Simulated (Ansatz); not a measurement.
# Kohn anomalies in TiTc (Pm-3m)

Does TiTc (Pm-3m) have a Kohn anomaly or a soft branch that a wide smearing hides?

Program: Ansatz 0.2.0. Level of theory: DFT PBEsol, scalar-relativistic, plane waves, PAW. Results are calculated unless marked as measured.

Report form: the programs' logs are mostly left out.

## Step 1: The structure

The structure is cubic, space group Pm-3m (No. 221). Conventional cell: a = 3.110 Å, b = 3.110 Å, c = 3.110 Å, α = 90.00°, β = 90.00°, γ = 90.00°. Nearest to Ti lie 8 Tc at 2.69 Å. Nearest to Tc lie 8 Ti at 2.69 Å. Farther neighbours are not listed.

## Step 2: Relaxing cell and atoms

The structure is brought to rest under this functional.

File input.yaml:

```yaml
crystal:
  lattice:
    - [3.11, 0.0, 0.0]
    - [0.0, 3.11, 0.0]
    - [0.0, 0.0, 3.11]
  atoms:
    - { symbol: Ti, position: [0.5, 0.5, 0.5] }
    - { symbol: Tc, position: [0.0, 0.0, 0.0] }
kpoints:
  mp_grid: { grid: [10, 10, 10] }
hamiltonian:
  xc: pbesol
scf:
  occupations: { method: gaussian, width: 0.1 }
output:
  forces: true
  stress: true
  eigenvalues: true
relax:
  adjacent_minimum: "off"
  f_tol: 0.005
  max_steps: 80
  cell: { stress_tol: 0.05 }
```

Run with:

```sh
$ ansatz run input.yaml --threads 4 --pin off --max-ram 8192MiB --backend cpu --events-out ev --progress --plain --runs-dir out
```

It took 3.9 s on 4 threads of Arm Neoverse V1, shared host; peak memory 0.36 GiB.

The steps of the relaxation:

| step | energy less that of the first step (eV) | largest force component (eV/Å) | pressure (GPa) | volume (Å³) |
| --- | --- | --- | --- | --- |
| 1 | 0.0000 | 0.0000 | -8.09 | 30.08 |
| 2 | 0.0027 | 0.0000 | 9.69 | 27.74 |
| 3 | -0.0309 | 0.0000 | -0.51 | 28.97 |
| 4 | -0.0310 | 0.0000 | 0.00 | 28.90 |
| 5 | -0.0308 | 0.0000 | -0.02 | 28.90 |

The log counts 1 steps on a newly chosen plane-wave basis, not all of them marked here; energy and pressure can jump at such steps. Relaxation step 2 was tried and not accepted.

| conventional cell, symmetrised | before | after | change |
| --- | --- | --- | --- |
| a (Å) | 3.110 | 3.069 | -1.3 % |
| b (Å) | 3.110 | 3.069 | -1.3 % |
| c (Å) | 3.110 | 3.069 | -1.3 % |
| volume (Å³/atom) | 15.04 | 14.45 | -3.9 % |

The relaxed structure:

```xyz
2
Lattice="3.0688 0.0000 0.0000 0.0000 3.0688 0.0000 0.0000 0.0000 3.0688" Properties=species:S:1:pos:R:3 pbc="T T T"
Ti    1.5344    1.5344    1.5344
Tc    0.0000    0.0000    0.0000
```

This step gave:

- pressure: -0.01557 GPa
- volume per atom: 14.45 Å³
- metallic on mesh: yes
- gap on the k-mesh: 0 eV

The largest force is now zero by symmetry and the largest stress component 0.016 GPa, small enough for phonons.

## Step 3: Phonons along a line: Fermi–Dirac smearing of 0.1 eV

The smearing blurs the Fermi surface that screens the phonons; a Fermi–Dirac width is an electronic temperature.

File input.yaml:

```yaml
crystal:
  lattice:
    - [3.0688300786, 0.0, 0.0]
    - [0.0, 3.0688300786, 0.0]
    - [0.0, 0.0, 3.0688300786]
  atoms:
    - { symbol: Ti, position: [0.5, 0.5, 0.5] }
    - { symbol: Tc, position: [0.0, 0.0, 0.0] }
kpoints:
  mp_grid: { grid: [16, 16, 16] }
hamiltonian:
  xc: pbesol
scf:
  occupations: { method: fermi_dirac, width: 0.1 }
output:
  eigenvalues: true
phonons:
  method: dfpt
  qpoints:
    - [0, 0, 0]
    - [0.0, 0.0625, 0.0]
    - [0.0, 0.1875, 0.0]
    - [0.0, 0.3125, 0.0]
    - [0.0, 0.4375, 0.0]
  masses: [{ species: Tc, mass: 97.907 }]
```

It took 4.6 min on 4 threads; peak memory 2.3 GiB; 18 min of CPU time.

Each wavevector solved by linear response. Frequency against |q| along the line:

| \|q\| along the line (Å⁻¹) | mode 1 = mode 2 (cm⁻¹) | mode 3 (cm⁻¹) | mode 4 (cm⁻¹) | mode 5 (cm⁻¹) | mode 6 (cm⁻¹) |
| --- | --- | --- | --- | --- | --- |
| 0.000 | 0 | 0 | 270 | 270 | 270 |
| 0.128 | 18.4 | 45 | 267 | 267 | 271 |
| 0.384 | 53.0 | 128 | 243 | 243 | 279 |
| 0.640 | 86.1 | 189 | 207 | 207 | 298 |
| 0.896 | 125 | 170 | 170 | 218 | 320 |

## Step 4: Wavevectors along a line: Fermi–Dirac smearing of 0.25 eV

Each wavevector is solved by itself, so no interpolation smooths a dip of the branch.

input.yaml, as its differences from that of step 3:

```diff
@@ -13,3 +13,3 @@
 scf:
-  occupations: { method: fermi_dirac, width: 0.1 }
+  occupations: { method: fermi_dirac, width: 0.25 }
 output:
```

Wider smearing eases the sum over k-points of a metal but moves the result away from its zero-temperature value.

The job ended after 5.4 min (4 threads; peak memory 2.4 GiB).

Each wavevector solved by linear response. The frequency by |q| along the line:

| \|q\| along the line (Å⁻¹) | mode 1 = mode 2 (cm⁻¹) | mode 3 (cm⁻¹) | mode 4 (cm⁻¹) | mode 5 (cm⁻¹) | mode 6 (cm⁻¹) |
| --- | --- | --- | --- | --- | --- |
| 0.000 | 0 | 0 | 259 | 259 | 259 |
| 0.128 | 18.2 | 44.9 | 256 | 256 | 260 |
| 0.384 | 54.2 | 127 | 237 | 237 | 272 |
| 0.640 | 90.6 | 186 | 208 | 208 | 297 |
| 0.896 | 130 | 174 | 174 | 214 | 319 |

Against step 3 (now smearing width 0.25 eV), the free energy moves by -74.1 meV an atom.

## Step 5: Phonons along a line: Fermi–Dirac smearing of 0.04 eV

input.yaml, as its differences from that of step 4:

```diff
@@ -13,3 +13,3 @@
 scf:
-  occupations: { method: fermi_dirac, width: 0.25 }
+  occupations: { method: fermi_dirac, width: 0.04 }
 output:
```

Narrower smearing comes nearer the zero-temperature value but asks more of the mesh.

Elapsed: 4.6 min, on 4 threads; peak memory 2.2 GiB.

Each wavevector solved by linear response. Table of frequency by |q| along the line:

| \|q\| along the line (Å⁻¹) | mode 1 = mode 2 (cm⁻¹) | mode 3 (cm⁻¹) | mode 4 (cm⁻¹) | mode 5 (cm⁻¹) | mode 6 (cm⁻¹) |
| --- | --- | --- | --- | --- | --- |
| 0.000 | 0 | 0 | 274 | 274 | 274 |
| 0.128 | 18.9 | 45.2 | 271 | 271 | 274 |
| 0.384 | 53.3 | 128 | 248 | 248 | 282 |
| 0.640 | 85.8 | 189 | 206 | 206 | 296 |
| 0.896 | 124 | 168 | 168 | 219 | 320 |

Against step 3 (now smearing width 0.04 eV), the free energy moves by +11.5 meV an atom.

## Step 6: Wavevectors along a line: Methfessel–Paxton smearing of 0.2 eV

input.yaml, as its differences from that of step 5:

```diff
@@ -13,3 +13,3 @@
 scf:
-  occupations: { method: fermi_dirac, width: 0.04 }
+  occupations: { method: methfessel_paxton, width: 0.2 }
 output:
```

Wall time 4.8 min (4 threads); peak memory 2.3 GiB; 19 min of CPU time.

Each wavevector solved by linear response. Table of frequency by |q| along the line:

| \|q\| along the line (Å⁻¹) | mode 1 = mode 2 (cm⁻¹) | mode 3 (cm⁻¹) | mode 4 (cm⁻¹) | mode 5 (cm⁻¹) | mode 6 (cm⁻¹) |
| --- | --- | --- | --- | --- | --- |
| 0.000 | 0 | 0 | 274 | 274 | 274 |
| 0.128 | 19 | 45.2 | 272 | 272 | 275 |
| 0.384 | 53.7 | 128 | 248 | 248 | 282 |
| 0.640 | 85.9 | 190 | 207 | 207 | 298 |
| 0.896 | 124 | 169 | 169 | 220 | 320 |

Against step 3 (now occupations Methfessel-Paxton and smearing width 0.2 eV), the free energy moves by +13.7 meV an atom.

## Step 7: Smearing and the soft branch

The lowest frequency by |q| along the line:

| \|q\| along the line (Å⁻¹) | fermi dirac 0.1 eV, k 16x16x16 (cm⁻¹) | fermi dirac 0.25 eV, k 16x16x16 (cm⁻¹) | fermi dirac 0.04 eV, k 16x16x16 (cm⁻¹) | methfessel paxton 0.2 eV, k 16x16x16 (cm⁻¹) |
| --- | --- | --- | --- | --- |
| 0.000 | 0 | 0 | 0 | 0 |
| 0.128 | 18.4 | 18.2 | 18.9 | 19 |
| 0.384 | 53.0 | 54.2 | 53.3 | 53.7 |
| 0.640 | 86.1 | 90.6 | 85.8 | 85.9 |
| 0.896 | 125 | 130 | 124 | 124 |

## Step 8: Results

| Property | Result |
| --- | --- |
| phonon run of the rows without a label of their own | PBEsol, k 16×16×16 |
| lowest branch at the last solved point, Fermi–Dirac 0.1 eV | 125 cm⁻¹ at \|q\| = 0.896 Å⁻¹ |
| lowest branch at the last solved point, Fermi–Dirac 0.25 eV | 130 cm⁻¹ at \|q\| = 0.896 Å⁻¹ |
| lowest branch at the last solved point, Fermi–Dirac 0.04 eV | 124 cm⁻¹ at \|q\| = 0.896 Å⁻¹ |
| lowest branch at the last solved point, Methfessel–Paxton 0.2 eV | 124 cm⁻¹ at \|q\| = 0.896 Å⁻¹ |

**Reading.** No branch softens by more than 4 % of the top frequency as the smearing narrows, so no anomaly that hangs on the smearing shows at these points. The line holds 5 wavevectors, so a narrow dip between them would be missed. Between Fermi–Dirac 0.25 eV and Fermi–Dirac 0.04 eV the largest change, with modes counted by rank of frequency, is in mode 4 at |q| = 0.128 Å⁻¹, from 256 to 271 cm⁻¹. Where branches cross, a count by rank can hide a softening. At the narrowest width the k mesh may not resolve the Fermi surface, so part of the change can be mesh noise.

[Logs are printed without paths, hosts, clocks, repeated set-up lines and the standing remarks that a program may print on its own settings, such as how far it seeks lower states.]

[Hosts, paths, dates, database ids (printed as entryN), source tags and the programs' standing remarks are cut or masked in the printed files.]
